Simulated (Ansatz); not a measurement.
# Quasiparticle gap of K3SCl (antiperovskite) (Pm-3m)

Wanted: the gap of K3SCl (antiperovskite) (Pm-3m) with a many-body correction, and the time that it takes.

Method: PBE, then G0W0 on it, plane waves, PAW, in Ansatz 0.2.0.

The structure was built from a prototype and need not be the compound's stable phase.

### 1. Starting point

It takes space group Pm-3m (No. 221, cubic). The conventional cell has a = 6.065 Å, b = 6.065 Å, c = 6.065 Å, α = 90.00°, β = 90.00°, γ = 90.00°. Nearest to Cl lie 12 K at 4.29 Å. Nearest to S lie 6 K at 3.03 Å. K has 2 S at 3.03 Å nearest. It derives from Cl1K3S1. Farther neighbours and most contacts between anions are not listed.

Coordinates:

```cif
data_structure
_symmetry_space_group_name_H-M 'Pm-3m'
_symmetry_Int_Tables_number 221
_cell_length_a 6.0647
_cell_length_b 6.0647
_cell_length_c 6.0647
_cell_angle_alpha 90.000
_cell_angle_beta 90.000
_cell_angle_gamma 90.000
_cell_volume 223.06
loop_
_atom_site_label
_atom_site_type_symbol
_atom_site_symmetry_multiplicity
_atom_site_Wyckoff_symbol
_atom_site_fract_x
_atom_site_fract_y
_atom_site_fract_z
_atom_site_occupancy
Cl1 Cl 1 a 0.00000 0.00000 0.00000 1
S1 S 1 b 0.50000 0.50000 0.50000 1
K1 K 3 c 0.50000 0.50000 0.00000 1
```

The start is a generated structure, not a measured one. The structure type comes from a generator and need not be one that this composition takes. The default PAW set here is soft_2. Its files were made with PBE.

### 2. Relaxing the structure

The structure is relaxed first.

This step: DFT, PBE, plane waves, PAW.

The input, input.yaml:

```yaml
crystal:
  lattice:
    - [6.06465728, 0.0, 0.0]
    - [0.0, 6.06465728, 0.0]
    - [0.0, 0.0, 6.06465728]
  atoms:
    - { symbol: Cl, position: [0.0, 0.0, 0.0] }
    - { symbol: S, position: [0.5, 0.5, 0.5] }
    - { symbol: K, position: [0.5, 0.5, 0.0] }
    - { symbol: K, position: [0.5, 0.0, 0.5] }
    - { symbol: K, position: [0.0, 0.5, 0.5] }
kpoints:
  mp_grid: { grid: [4, 4, 4] }
hamiltonian:
  xc: pbe
scf:
  occupations: { method: fermi_dirac, width: 0.02 }
relax:
  f_tol: 0.01
  max_steps: 100
  cell: {}
```

Run with:

```sh
> ansatz run input.yaml --threads 4 --pin off --max-ram 17510MiB --backend cpu --events-out ev --progress --plain --runs-dir out
```

Numbers of over 12 decimals in the logs are rounded to 6 here.

The log of the run:

```text
Engine: ansatz 0.2.0, aarch64-unknown-linux-gnu
Pseudopotentials: kind: paw
Pseudopotential: Cl, paw, valence charge 7, recommended cutoff 420 eV (normal), Cl.paw.azcp
Pseudopotential: S, paw, valence charge 6, recommended cutoff 420 eV (normal), S.paw.azcp
Pseudopotential: K, paw, valence charge 9, recommended cutoff 420 eV (normal), K.paw.azcp
Functional definition: PBE
  parameter kappa = 0.804
  parameter beta = 0.066725
  exchange = pbe_x(kappa = kappa, mu = beta*pi^2/3)
  correlation = pbe_c(beta = beta)
Crystal: 5 atoms, lattice volume = 223.059 Å³
Basis set: ecut = 420 eV, 4385 PW (Γ), exchange–correlation on 90×90×90 points (8 copies of the dense FFT grid, shifted against one another)
Bands: 25, of which v1, the nominal top of the filled ones, is band 20 counted from 1 (19 counted from 0)
Symmetry: 48 space group operations
Space group: Pm-3m (ITA 221), of the structure as read, at distance tolerance 6.1e-5 Å
k-points: 10 of 64
Non-local potential: Cl, projectors of the file, l = 0: 2, l = 1: 2, l = 2: 2
Non-local potential: S, projectors of the file, l = 0: 2, l = 1: 2, l = 2: 2
Non-local potential: K, projectors of the file, l = 0: 3, l = 1: 2, l = 2: 2
PAW form: soft (Blöchl's): semilocal exchange-correlation on the pseudo side does not see the compensation charge
PAW one-centre angular grid: Cl, 110 points (default); XC on 64 Gauss nodes
PAW one-centre angular grid: S, 110 points (default); XC on 64 Gauss nodes
PAW one-centre angular grid: K, 110 points (default); XC on 64 Gauss nodes
Initial density: superposition of atomic densities (neutral atoms: chi_scale 0, normalization atom), corrected by the library's trained network
Initial wavefunctions: pseudopotential atomic-orbital guess
Functional: x = pbe(κ = 0.804, μ = 0.219515), c = pbe(β = 0.066725)
SCF iter   1: F=—  HF=-6601.128840 eV  |F-HF|=—  |Δ(HF+E_count)|=         —  Δρ=1.14e-3  dr2=8.78e-3  ethr=1.77e-3  ⟨swp⟩=7.5  Hψ=1366  notcnv=0
preconditioner: auto → Resta (q_TF=auto, 2.049 Å⁻¹)  ε∞=2.2  [insulator: Δε(μ)=1.798 eV  Ē_g=13.189 eV  σ=0.020 eV  W_gap=1.00  n_scr=26 (ndim 8)  ℏωp=14.5 eV  f_vac=0.245  D(μ)=0.00/eV (n_scr^D=0)  ε∞_Penn≈2.2]
SCF iter   2: F=—  HF=-6601.126147 eV  |F-HF|=—  |Δ(HF+E_count)|=   2.69e-3  Δρ=4.41e-4  dr2=1.25e-3  ethr=2.20e-5  ⟨swp⟩=2.6  Hψ=472  notcnv=0  defer=9
SCF iter   3: F=—  HF=-6601.126197 eV  |F-HF|=—  |Δ(HF+E_count)|=   4.99e-5  Δρ=2.15e-4  dr2=3.61e-4  ethr=3.14e-6  ⟨swp⟩=2.2  Hψ=300  notcnv=0  defer=9
SCF iter   4: F=—  HF=-6601.126315 eV  |F-HF|=—  |Δ(HF+E_count)|=   1.19e-4  Δρ=7.24e-5  dr2=2.28e-5  ethr=9.01e-7  ⟨swp⟩=2.0  Hψ=339  notcnv=0  defer=9
SCF iter   5: F=—  HF=-6601.126122 eV  |F-HF|=—  |Δ(HF+E_count)|=   1.94e-4  Δρ=2.37e-5  dr2=1.75e-6  ethr=5.70e-8  ⟨swp⟩=2.0  Hψ=311  notcnv=0  defer=9
SCF iter   6: F=-6601.126124 eV  HF=-6601.126124 eV  |F-HF|=1.98e-7  |Δ(HF+E_count)|=   2.51e-6  Δρ=4.23e-6  dr2=6.24e-8  ethr=2.50e-10  ⟨swp⟩=3.0  Hψ=961  notcnv=0
SCF 1 converged in 6 iterations: F = -6601.126124 eV  dr2 = 6.24e-8
  greatest PAW one-centre occupation: 0.987 electrons in one spin orbital (limit 2), on the K atom at site 4 (counted from 0), in its partial waves of l = 0
relax step   1: F+E_penalty+E_count = -6601.12612427 eV  Δ(F+E_penalty+E_count) = +0.000e0 eV  max|allowed force component| = 2.647e-29 eV/Å  Δτ_max = 0.0000 Å  P = -0.504 GPa  Ω = 223.059 Å³  (6 SCF iters, dr2 threshold 1.00e-7 eV, accepted)
[...]
relax step   2: F+E_penalty+E_count = -6601.13446158 eV  Δ(F+E_penalty+E_count) = -8.337e-3 eV  max|allowed force component| = 3.266e-29 eV/Å  Δτ_max = 0.0000 Å  P = -0.358 GPa  Ω = 219.972 Å³  energy of the carried Pulay correction = +1.639e-5 eV  (5 SCF iters, dr2 threshold 5.00e-7 eV, accepted)
[...]
relax step   3: F+E_penalty+E_count = -6601.14213656 eV  Δ(F+E_penalty+E_count) = -7.675e-3 eV  max|allowed force component| = 1.888e-29 eV/Å  Δτ_max = 0.0000 Å  P = +0.030 GPa  Ω = 212.772 Å³  energy of the carried Pulay correction = +5.554e-5 eV  (6 SCF iters, dr2 threshold 3.20e-7 eV, accepted)
[...]
relax step   4: F+E_penalty+E_count = -6601.14208099 eV  Δ(F+E_penalty+E_count) = +5.557e-5 eV  max|allowed force component| = 3.313e-29 eV/Å  Δτ_max = 0.0000 Å  P = +0.030 GPa  Ω = 212.772 Å³  stress off target by 2.99e-2 GPa  SCF on the basis re-selected at this cell (its energy is not comparable with the rows above)  (6 SCF iters)
basis re-selected at this cell: Δ(F+E_penalty+E_count) = +5.557e-5 eV, ΔP = -0.000 GPa vs the last step (what re-selecting the basis moved, of the pressure what is left beyond the Pulay correction that the steps carried, after the strain that the cell walked since its last selection, with what the two solves' SCF thresholds leave and, on support functions, any second-order correction that the steps lacked; it is no measure of the basis error at this ecutwfc). The dense FFT grid was sized anew with the basis: this SCF ran on 40×40×40 points, the steps before it on 45×45×45, so part of this shift can come from that change (see relax.cell in the input reference). [rest of the remark cut]
SCF converged after 6 iterations
Free energy (F): -6601.142081 eV
Harris-Foulkes:  -6601.142081 eV  (|F-HF|=5.46e-12)
Internal energy: -6601.142081 eV  (E = F + TS)
E sigma→0 (E₀):  -6601.142081 eV
Fermi energy:    2.290604 eV
--- Per-component energies (eV) ---
  E_band       = -420.886268
  E_kinetic    = 1030.486437
  E_local      = -2572.428250  (includes V_loc(G=0)·N_el)
  E_nonlocal   = 94.724060
  E_hartree    = 910.124939
  E_xc         = -610.911820
  E_vxc        = -705.526584  (∫ρ·V_xc dr)
  E_paw        = -3605.078428  (= ΣΔE_a)
  E_vpaw       = -88.391859  (= ΣTr[D̂ρ^β])
  E_aug_tail   = 0.000081  (compensation charges beyond the density's cutoff)
  E_ewald      = -1848.059100
  E_smearing   = -0.000000  (= −TS)
  E_closure    = 0.000000  (closes the sum)
  Σ components = -6601.142081   (vs F -6601.142081, Δ=0.00e0)
--- Forces (eV/Å), atoms counted from 1 ---
  atom   1  Cl    -0.00000000     0.00000000    -0.00000000
  atom   2  S      0.00000000    -0.00000000     0.00000000
  atom   3  K      0.00000000     0.00000000     0.00000000
  atom   4  K      0.00000000     0.00000000     0.00000000
  atom   5  K      0.00000000     0.00000000     0.00000000
  max |Σ_I F_I| component: 1.37e-28 eV/Å
--- Stress (GPa, compression-positive) ---
        0.029853       0.000000      -0.000000
        0.000000       0.029853       0.000000
       -0.000000       0.000000       0.029853
  P = ⅓ Tr σ = 0.0299 GPa (0.299 kbar)
--- Relaxed structure (3 steps of the walk, 3 accepted, 1 SCFs on fresh bases) ---
  F+E_penalty+E_count = -6601.14208099 eV   max|allowed force component| = 3.313e-29 eV/Å   (the final SCF, on the basis selected at the relaxed cell)
  cell:  # Å, volume = 212.7721 Å³
    - [5.969962, 0, 0]
    - [0, 5.969962, 0]
    - [0, 0, 5.969962]
  atoms:
    - { symbol: Cl, position: [0, 0, 0] }
    - { symbol: S, position: [0.500000, 0.500000, 0.500000] }
    - { symbol: K, position: [0.500000, 0.500000, 0] }
    - { symbol: K, position: [0.500000, 0, 0.500000] }
    - { symbol: K, position: [0, 0.500000, 0.500000] }
```

Run time: 3.5 s. Hardware: 4 threads of Arm Neoverse V2, shared host; peak memory 0.5 GiB.

Relaxation path:

```csv
step,energy less that of the first step (eV),largest force component (eV/Å),pressure (GPa),volume (Å³)
1,0.0000,0.0000,-0.50,223.06
2,-0.0083,0.0000,-0.36,219.97
3,-0.0160,0.0000,0.03,212.77
4*,-0.0160,0.0000,0.03,212.77
```

Relaxation steps marked * repeat the geometry before them on a plane-wave basis chosen anew for their cell, so energy and pressure can jump there.

The run keeps the 48 symmetry operations that it works with, so distortions that break them were not tested.

```csv
"conventional cell, symmetrised",before,after,change
a (Å),6.065,5.970,-1.6 %
b (Å),6.065,5.970,-1.6 %
c (Å),6.065,5.970,-1.6 %
volume (Å³/atom),44.61,42.55,-4.6 %
```

The relaxed structure:

```cif
data_structure
_symmetry_space_group_name_H-M 'P 1'
_symmetry_Int_Tables_number 1
_cell_length_a 5.9700
_cell_length_b 5.9700
_cell_length_c 5.9700
_cell_angle_alpha 90.000
_cell_angle_beta 90.000
_cell_angle_gamma 90.000
_cell_volume 212.77
loop_
_atom_site_label
_atom_site_type_symbol
_atom_site_fract_x
_atom_site_fract_y
_atom_site_fract_z
_atom_site_occupancy
Cl1 Cl 0.00000 0.00000 0.00000 1
S2 S 0.50000 0.50000 0.50000 1
K3 K 0.50000 0.50000 0.00000 1
K4 K 0.50000 0.00000 0.50000 1
K5 K 0.00000 0.50000 0.50000 1
```

### 3. The PBE band structure

Levels along a band path and on the mesh show where this functional puts the band edges.

The input, input.yaml:

```yaml
crystal:
  lattice:
    - [5.9699615649, 0.0, 0.0]
    - [0.0, 5.9699615649, 0.0]
    - [0.0, 0.0, 5.9699615649]
  atoms:
    - { symbol: Cl, position: [0.0, 0.0, 0.0] }
    - { symbol: S, position: [0.5, 0.5, 0.5] }
    - { symbol: K, position: [0.5, 0.5, 0.0] }
    - { symbol: K, position: [0.5, 0.0, 0.5] }
    - { symbol: K, position: [0.0, 0.5, 0.5] }
kpoints:
  mp_grid: { grid: [4, 4, 4] }
  band_path:
    path:
      - [[0.0, 0.0, 0.0], [0.0, 0.5, 0.0], [0.5, 0.5, 0.0], [0.0, 0.0, 0.0], [0.5, 0.5, 0.5], [0.0, 0.5, 0.0]]
      - [[0.5, 0.5, 0.5], [0.5, 0.5, 0.0]]
    npoints: 10
hamiltonian:
  xc: pbe
scf:
  occupations: { method: fermi_dirac, width: 0.02 }
  n_extra_bands: 5
output:
  eigenvalues: true
  forces: true
  stress: true
  write_density: true
  write_potential: true
  elf: true
  volumetric_format: npy
```

The log of the run:

```text
[...]
Crystal: 5 atoms, lattice volume = 212.772 Å³
Basis set: ecut = 420 eV, 4139 PW (Γ), exchange–correlation on 80×80×80 points (8 copies of the dense FFT grid, shifted against one another)
Bands: 25, of which v1, the nominal top of the filled ones, is band 20 counted from 1 (19 counted from 0)
Symmetry: 48 space group operations
[...]
k-points: 10 of 64
[...]
SCF iter   1: F=—  HF=-6601.147174 eV  |F-HF|=—  |Δ(HF+E_count)|=         —  Δρ=1.40e-3  dr2=1.34e-2  ethr=1.77e-3  ⟨swp⟩=7.5  Hψ=1330  notcnv=0
[...]
SCF iter   6: F=-6601.142081 eV  HF=-6601.142081 eV  |F-HF|=2.07e-7  |Δ(HF+E_count)|=   2.22e-6  Δρ=4.66e-6  dr2=7.78e-8  ethr=2.50e-10  ⟨swp⟩=11.8  Hψ=1960  notcnv=0
SCF 1 converged in 6 iterations: F = -6601.142081 eV  dr2 = 7.78e-8
[...]
NSCF: frozen V_eff on 62 k-points
SCF converged after 6 iterations
Free energy (F): -6601.142081 eV
[...]
Internal energy: -6601.142081 eV  (E = F + TS)
E sigma→0 (E₀):  -6601.142081 eV
Fermi energy:    2.290706 eV
[...]
--- Stress (GPa, compression-positive) ---
        0.029673      -0.000000       0.000000
        0.000000       0.029673       0.000000
        0.000000       0.000000       0.029673
  P = ⅓ Tr σ = 0.0297 GPa (0.297 kbar)
--- Band table (eV; the first three rows and the last of 10) ---
  k-point 0: bands = [... 16 lower, -0.4007, 1.3585, 1.3585, 1.3585, 3.1905, 5.5009, 5.5009, 6.2718, ... 1 higher]
  k-point 1: bands = [... 16 lower, -0.4007, 0.9651, 1.3180, 1.3180, 3.6817, 5.5055, 5.8023, 6.4124, ... 1 higher]
  k-point 2: bands = [... 16 lower, -0.4007, 0.6349, 1.2789, 1.2789, 4.6153, 4.8206, 6.2930, 6.6053, ... 1 higher]
  k-point 9: bands = [... 16 lower, -0.4651, 0.5533, 0.5533, 0.5533, 6.0735, 6.2420, 6.2420, 6.2420, ... 1 higher]
```

Run time: 2.6 s. Hardware: 4 threads; peak memory 0.49 GiB; 9.6 s of CPU time.

Numbers from this step:

| Quantity | Value |
| --- | --- |
| pressure | 0.02967 GPa |
| filled bands | 20 |
| gap | 1.832 eV |
| valence top at | Γ |
| conduction bottom at | Γ |
| least direct gap | 1.832 eV |

Over mesh and path the gap is 1.832 eV, direct, at k = Γ.

The electronic bands at the labelled points (eV, zero at the top of the highest nominally filled band):

```csv
point,band 17,band 18,band 19,band 20,band 21,band 22,band 23,band 24
Γ,-1.76,0.00,0.00,0.00,1.83,4.14,4.14,4.91
halfway,-1.76,-0.39,-0.04,-0.04,2.32,4.15,4.44,5.05
X,-1.76,-0.72,-0.08,-0.08,3.26,3.46,4.93,5.25
halfway,-1.76,-0.70,-0.41,-0.11,3.50,3.76,4.81,5.30
M,-1.76,-0.69,-0.69,-0.13,3.87,4.42,4.54,4.54
halfway,-1.76,-0.42,-0.37,-0.07,2.71,4.41,4.44,5.12
Γ,-1.76,0.00,0.00,0.00,1.83,4.14,4.14,4.91
halfway,-1.81,-0.43,-0.42,-0.42,3.06,4.62,4.62,4.98
R,-1.82,-0.81,-0.81,-0.81,4.71,4.88,4.88,4.88
halfway,-1.79,-0.72,-0.46,-0.43,3.74,4.06,4.92,5.13
X,-1.76,-0.72,-0.08,-0.08,3.26,3.46,4.93,5.25
jump to R,-1.82,-0.81,-0.81,-0.81,4.71,4.88,4.88,4.88
halfway,-1.79,-0.75,-0.75,-0.49,4.16,4.66,4.66,4.70
M,-1.76,-0.69,-0.69,-0.13,3.87,4.42,4.54,4.54
```

Valence density in the ac plane at fractional y = 0.500, with atoms of S and K within 0.2 Å of it. It is the smooth field of the valence electrons, not physical close to the nuclei.

Ten even steps from '_' (0.0 e/Å³) to '@' (4.2 e/Å³), each cell a mean:
```
____________::**@@%%==..__________
____________..--++==::____________
________________....______________
__________________________________
__________________________________
..____________......____________..
++--..______..::::::..________::==
@@##::______..::....::..____..==%%
@@%%--______..::__..::..____..++@@
##++..______..::::::::..______--**
::..__________........________..::
__________________________________
__________________________________
__________________________________
______________..--::..____________
____________..++%%##--____________
____________::##@@@@++..__________
```
Columns run along a (6.0 Å), rows up along c (6.0 Å). Atoms in or near the plane, at fractional coordinates: S at (0.50, 0.50), K at (0.50, 0.00), K at (0.00, 0.50).

ELF in the ac plane at fractional y = 0.500, with atoms of S and K within 0.2 Å of it. It is the smooth field of the valence electrons, not physical close to the nuclei.

Ten even steps from '_' (0.00) to '@' (0.86), each cell a mean:
```
________..**@@@@%%@@@@%%--________
__________--##@@@@@@%%++..________
____________::==**++--..__________
______________......______________
==::____::++++********++==____..--
%%##--__::##@@@@@@@@@@%%++__..++%%
@@@@##..::%%@@@@%%@@@@@@**__--%%@@
%%@@%%::::%%@@##::==@@@@**..++@@@@
##@@@@--::%%@@**__::%%@@**..**@@%%
@@@@%%::::%%@@@@**##@@@@**..==@@@@
@@%%++__::##@@@@@@@@@@@@++__::##@@
**++..__::**##%%%%%%%%##++____--**
..______..::::::::::::::::______..
______________::--::..____________
__________..++%%@@%%##--__________
__________++%%@@@@@@@@##::________
________..**@@@@##%%@@%%==________
```
Columns run along a (6.0 Å), rows up along c (6.0 Å). Atoms in or near the plane, at fractional coordinates: S at (0.50, 0.50), K at (0.50, 0.00), K at (0.00, 0.50).

(Continued in part 2 of 2.)

[Paths, hosts, dates, memory and timing lines, banners, echoed tables and standing remarks are left out of the program output.]

[Logs are printed without paths, hosts, clocks, repeated set-up lines and the standing remarks that a program may print on its own settings, such as how far it seeks lower states.]

[Runs of the session that timed out or met a known fault of the program may be left out.]

[Cells called generated may have been cut or substituted from an entry of the Crystallography Open Database or the Materials Project.]

[Hosts, paths, dates, database ids (printed as entryN), source tags and the programs' standing remarks are cut or masked in the printed files.]

[Where an RPA ε∞ is given, it is that of the G0W0 mesh and is not shown converged in it. Names of k-points follow the symmetry that the program found, which can be lower than the space group named. Band edges on a path are those of the sampled points; other points can move an edge, and change direct to indirect where valleys lie close.]

[Hybrid gaps are those of their k-mesh and are not shown converged in it.]
